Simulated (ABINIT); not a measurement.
**AlGaN2 (P3m1): G0W0 in ABINIT against the k mesh**

Aim: move the k mesh of a G0W0 run on AlGaN2 (P3m1) over a wide range.

Calculated with ABINIT 10.8.3; LDA and many-body steps on it, plane waves.

Report form: the programs' logs are mostly left out.

## (1) The structure

The structure is trigonal, space group P3m1 (No. 156). Conventional cell: a = 3.145 Å, b = 3.145 Å, c = 5.097 Å, α = 90.00°, β = 90.00°, γ = 120.00°. Nearest to Al lie 4 N at 1.89 to 1.90 Å. Nearest to Ga lie 4 N at 1.93 to 1.96 Å. Nearest to N lie 3 Al at 1.90 Å and 1 Ga at 1.96 Å. Nearest to N lie 1 Al at 1.89 Å and 3 Ga at 1.93 Å. Farther neighbours and most contacts between anions are not listed.

As a file:

```cif
data_structure
_symmetry_space_group_name_H-M 'P 1'
_symmetry_Int_Tables_number 1
_cell_length_a 3.1453
_cell_length_b 3.1453
_cell_length_c 5.0969
_cell_angle_alpha 90.000
_cell_angle_beta 90.000
_cell_angle_gamma 120.000
_cell_volume 43.67
loop_
_atom_site_label
_atom_site_type_symbol
_atom_site_fract_x
_atom_site_fract_y
_atom_site_fract_z
_atom_site_occupancy
Al1 Al 0.00000 0.00000 0.99926 1
Ga2 Ga 0.66667 0.33333 0.49717 1
N3 N 0.66667 0.33333 0.11180 1
N4 N 0.00000 0.00000 0.62816 1
```

The cell and positions are those that the Materials Project relaxed with its own functionals (PBE, PBE+U or r2SCAN), kept fixed.

## (2) Empty states on the mesh, 3×3×2 mesh, 91 bands

This step: ABINIT 10.8.3; DFT, LDA, plane waves, norm-conserving pseudopotentials.

The sums over transitions need many empty states on a uniform mesh; this step solves for them.

run.abi

```
acell 3*1.0 Angstrom
rprim 
  3.145282644058 -0.000000000015 0.000000000000
  -1.572641322016 2.723894671844 0.000000000000
  0.000000000000 0.000000000000 5.096893730000
ntypat 3
znucl 13 31 7
natom 4
typat 1 2 3 3
xred 
  0.000000000000 0.000000000000 0.999263770000
  0.666666666667 0.333333333333 0.497174210000
  0.666666666667 0.333333333333 0.111803640000
  0.000000000000 0.000000000000 0.628158390000
pp_dirpath "pseudos"
pseudos "Al.upf, Ga.upf, N.upf"
ecut 36
ngkpt 3 3 2
nshiftk 1
shiftk 0 0 0
kptopt 1
chksymbreak 0
irdden 1
istwfk *1
nband 91
prtvol 0
optdriver 6
gwr_task "HDIAGO"
paral_kgb 0
occopt 1
indata_prefix "in"
outdata_prefix "out"
tmpdata_prefix "tmp"
```

The run is started by

```sh
$ OMP_NUM_THREADS=1 mpirun -n 4 abinit run.abi > log
```

The job ended after 43 s (4 MPI ranks of Arm Neoverse V2, shared host; peak memory 2.2 GiB).

This step gave:

- gap: 2.921 eV
- k of the valence top: 0, 0, 0
- k of the conduction bottom: 0, 0, 0
- least direct gap: 2.921 eV
- k points computed: 6
- lowest point of the top converged band, above the valence top: 69.1390 eV

On this mesh the gap is 2.921 eV.

The density comes from a self-consistent run that is not shown.

## (3) Empty states on the mesh, 3×3×1 mesh, 34 bands

Changes to run.abi since step 2:

```diff
@@ -17,3 +17,3 @@
 ecut 36
-ngkpt 3 3 2
+ngkpt 3 3 1
 nshiftk 1
@@ -22,10 +22,10 @@
 chksymbreak 0
+iscf -2
 irdden 1
 istwfk *1
-nband 91
+nband 34
+nbdbuf 4
+tolwfr 1e-09
+nstep 60
 prtvol 0
-optdriver 6
-gwr_task "HDIAGO"
-paral_kgb 0
-occopt 1
 indata_prefix "in"
```

Run time: 4.4 s. Hardware: 4 MPI ranks; peak memory 0.25 GiB; 17 s of CPU time.

This step gave:

- gap: 2.921 eV
- k of the valence top: 0, 0, 0
- k of the conduction bottom: 0, 0, 0
- least direct gap: 2.921 eV
- k points computed: 3
- lowest point of the top converged band, above the valence top: 23.21 eV

On this mesh the gap is 2.921 eV.

## (4) Empty states on the mesh, 6×6×4 mesh, 34 bands

Changes to run.abi since step 3:

```diff
@@ -17,3 +17,3 @@
 ecut 36
-ngkpt 3 3 1
+ngkpt 6 6 4
 nshiftk 1
```

It took 13 s on 4 MPI ranks; peak memory 0.29 GiB; 53 s of CPU time.

Numbers from this step:

```yaml
gap: 2.921 eV
k_of_the_valence_top: 0, 0, 0
k_of_the_conduction_bottom: 0, 0, 0
least_direct_gap: 2.921 eV
k_points_computed: 24
lowest_point_of_the_top_converged_band_above_the_valence_top: 21.70 eV
```

On this mesh the gap is 2.921 eV.

## (5) Screening, 3×3×1 mesh, 30 bands, screening to 106.1 eV

The RPA dielectric matrix is built and inverted for each q.

This step: RPA screening on LDA, plane waves, norm-conserving pseudopotentials.

Changes to run.abi since step 4:

```diff
@@ -17,3 +17,3 @@
 ecut 36
-ngkpt 6 6 4
+ngkpt 3 3 1
 nshiftk 1
@@ -22,10 +22,11 @@
 chksymbreak 0
-iscf -2
-irdden 1
 istwfk *1
-nband 34
-nbdbuf 4
-tolwfr 1e-09
-nstep 60
-prtvol 0
+occopt 1
+irdwfk 1
+optdriver 3
+nband 30
+ecuteps 3.9
+inclvkb 2
+awtr 1
+symchi 1
 indata_prefix "in"
```

It took 3 s on 4 MPI ranks; peak memory 0.22 GiB; 12 s of CPU time.

This step gave:

```
ε∞ with local fields, on this mesh, along the program's q direction : 7.184
the same without local fields                                       : 7.742
plasma frequency                                                    : 28.65 eV
plane waves in the screening matrix                                 : 111
```

Local fields lower ε∞ by 7 %. On a Γ-centred mesh this coarse the value itself is usually too large, while a short band sum pulls it down.

## (6) 3×3×1

This step: G0W0 on LDA, plane waves, norm-conserving pseudopotentials.

Changes to run.abi since step 5:

```diff
@@ -25,8 +25,15 @@
 irdwfk 1
-optdriver 3
+optdriver 4
 nband 30
+gwcalctyp 0
+ecutsigx 36
+symsigma 1
+nkptgw 1
+kptgw 
+  0.0000000000 0.0000000000 0.0000000000
+bdgw 
+  12 15
 ecuteps 3.9
-inclvkb 2
-awtr 1
-symchi 1
+irdscr 1
+ppmodel 1
 indata_prefix "in"
```

The job ended after 2.7 s (4 MPI ranks; peak memory 0.09 GiB; 10 s of CPU time).

Numbers from this step:

```yaml
g0w0_gap_on_the_points_computed: 3.738 eV
starting_gap_on_the_mesh: 2.921 eV
k_of_the_valence_top: 0, 0, 0
k_of_the_conduction_bottom: 0, 0, 0
z_at_the_valence_top: 0.791
z_at_the_conduction_bottom: 0.812
least_direct_g0w0_gap_on_the_computed_points: 3.738 eV
```

## (7) Screening, 3×3×2 mesh, 30 bands, screening to 106.1 eV

This step: RPA screening on LDA, plane waves, norm-conserving pseudopotentials.

Changes to run.abi since step 6:

```diff
@@ -17,3 +17,3 @@
 ecut 36
-ngkpt 3 3 1
+ngkpt 3 3 2
 nshiftk 1
@@ -25,15 +25,8 @@
 irdwfk 1
-optdriver 4
+optdriver 3
 nband 30
-gwcalctyp 0
-ecutsigx 36
-symsigma 1
-nkptgw 1
-kptgw 
-  0.0000000000 0.0000000000 0.0000000000
-bdgw 
-  12 15
 ecuteps 3.9
-irdscr 1
-ppmodel 1
+inclvkb 2
+awtr 1
+symchi 1
 indata_prefix "in"
```

Run time: 4 s. Hardware: 4 MPI ranks; peak memory 0.42 GiB; 16 s of CPU time.

Numbers from this step:

| Item | Value |
| --- | --- |
| ε∞ with local fields, on this mesh, along the program's q direction | 6.429 |
| the same without local fields | 6.917 |
| plasma frequency | 28.65 eV |
| plane waves in the screening matrix | 111 |

## (8) 3×3×2

The self-energy is evaluated for the states that the input lists, and the levels follow from it, in one-shot runs by the linearised quasiparticle equation.

This step: G0W0 on LDA, plane waves, norm-conserving pseudopotentials.

Changes to run.abi since step 7:

```diff
@@ -25,8 +25,15 @@
 irdwfk 1
-optdriver 3
+optdriver 4
 nband 30
+gwcalctyp 0
+ecutsigx 36
+symsigma 1
+nkptgw 1
+kptgw 
+  0.0000000000 0.0000000000 0.0000000000
+bdgw 
+  12 15
 ecuteps 3.9
-inclvkb 2
-awtr 1
-symchi 1
+irdscr 1
+ppmodel 1
 indata_prefix "in"
```

Elapsed: 2.8 s, on 4 MPI ranks; peak memory 0.1 GiB.

This step gave:

| Property | Result |
| --- | --- |
| G0W0 gap on the points computed | 3.849 eV |
| starting gap on the mesh | 2.921 eV |
| k of the valence top | 0, 0, 0 |
| k of the conduction bottom | 0, 0, 0 |
| Z at the valence top | 0.795 |
| Z at the conduction bottom | 0.819 |
| least direct G0W0 gap on the computed points | 3.849 eV |

The gap on the mesh goes from 2.92 eV to 3.85 eV, a correction of +0.93 eV.

## (9) Screening, 6×6×4 mesh, 30 bands, screening to 106.1 eV

This step: RPA screening on LDA, plane waves, norm-conserving pseudopotentials.

Changes to run.abi since step 8:

```diff
@@ -17,3 +17,3 @@
 ecut 36
-ngkpt 3 3 2
+ngkpt 6 6 4
 nshiftk 1
@@ -25,15 +25,8 @@
 irdwfk 1
-optdriver 4
+optdriver 3
 nband 30
-gwcalctyp 0
-ecutsigx 36
-symsigma 1
-nkptgw 1
-kptgw 
-  0.0000000000 0.0000000000 0.0000000000
-bdgw 
-  12 15
 ecuteps 3.9
-irdscr 1
-ppmodel 1
+inclvkb 2
+awtr 1
+symchi 1
 indata_prefix "in"
```

Wall time 32 s (4 MPI ranks); peak memory 0.76 GiB; 2.1 min of CPU time.

This step gave:

| Item | Value |
| --- | --- |
| ε∞ with local fields, on this mesh, along the program's q direction | 4.946 |
| the same without local fields | 5.328 |
| plasma frequency | 28.65 eV |
| plane waves in the screening matrix | 111 |

## (10) 6×6×4

This step: G0W0 on LDA, plane waves, norm-conserving pseudopotentials.

Changes to run.abi since step 9:

```diff
@@ -25,8 +25,15 @@
 irdwfk 1
-optdriver 3
+optdriver 4
 nband 30
+gwcalctyp 0
+ecutsigx 36
+symsigma 1
+nkptgw 1
+kptgw 
+  0.0000000000 0.0000000000 0.0000000000
+bdgw 
+  12 15
 ecuteps 3.9
-inclvkb 2
-awtr 1
-symchi 1
+irdscr 1
+ppmodel 1
 indata_prefix "in"
```

The job ended after 3.5 s (4 MPI ranks; peak memory 0.69 GiB).

Numbers from this step:

| Property | Result |
| --- | --- |
| G0W0 gap on the points computed | 3.900 eV |
| starting gap on the mesh | 2.921 eV |
| k of the valence top | 0, 0, 0 |
| k of the conduction bottom | 0, 0, 0 |
| least direct G0W0 gap on the computed points | 3.900 eV |

Against the run before, the gap moves by +0.051 eV.

## (11) Side by side

Times are wall times on 4 MPI ranks of Arm Neoverse V2, shared host, good to a factor of about two. A run's time includes the screening step that it read.

| run | mesh | bands | screening cutoff (eV) | DFT gap (eV) | gap on the mesh (eV) | direct (eV) | ε∞ used | time |
| --- | --- | --- | --- | --- | --- | --- | --- | --- |
| 3×3×1 | 3×3×1 | 30 | 106.1 | 2.921 | 3.738 | 3.738 | 7.18 | 5.7 s |
| 3×3×2 | 3×3×2 | 30 | 106.1 | 2.921 | 3.849 | 3.849 | 6.43 | 6.8 s |
| 6×6×4 | 6×6×4 | 30 | 106.1 | 2.921 | 3.900 | 3.900 | 4.95 | 36 s |

## (12) What came out

| Item | Value |
| --- | --- |
| 3×3×1 | 3.738 eV |
| 3×3×2 | 3.849 eV |
| 6×6×4 | 3.900 eV |
| known limits | not at the basis limit; exchange with frozen shells missing; no spin-orbit coupling; coarse k mesh |

**Reading.** The setting moved: k mesh. From 3×3×1 to 6×6×4 the gap moves by +0.16 eV, for 6.2 times the time. The last step still moves it by +0.051 eV. Bands and screening cutoff are coupled, so a series along one setting does not show full convergence. Bands and cutoff are finite, so the gap is not at the basis limit. The miss can reach some tenths of an eV and take either sign; the mesh is an error of its own. In the G0W0 runs levels were corrected at 1 k point alone, so a gap called «on the mesh» is the least over those, and an edge elsewhere would be missed. The 3×3×1 mesh is coarse for this cell, which bears on the long-range parts of exchange and screening. The norm-conserving file of at least one element keeps a d shell over frozen s and p shells of the same row. Exchange with those shells is missing from the self-energy, an error of 0.3 to 0.9 eV in cases checked, whose sign depends on which edge lies on those atoms. The many-body steps are scalar-relativistic: spin-orbit coupling is not in them.

[Paths, hosts, dates, memory and timing lines, banners, echoed tables and standing remarks are left out of the program output.]

[Logs are printed without paths, hosts, clocks, repeated set-up lines and the standing remarks that a program may print on its own settings, such as how far it seeks lower states.]

[Runs of the session that timed out or met a known fault of the program may be left out.]

[Hosts, paths, dates, database ids (printed as entryN), source tags and the programs' standing remarks are cut or masked in the printed files.]

[G0W0 gaps are taken among the corrected bands and points alone; a level outside them can change the order at an edge.]

[Where Ansatz stands beside ABINIT at settings called matched, ABINIT's density can come from a denser mesh and the files from another edition; pairs whose starting gaps differed by over 0.03 eV were left out, so agreement reads better than it is.]
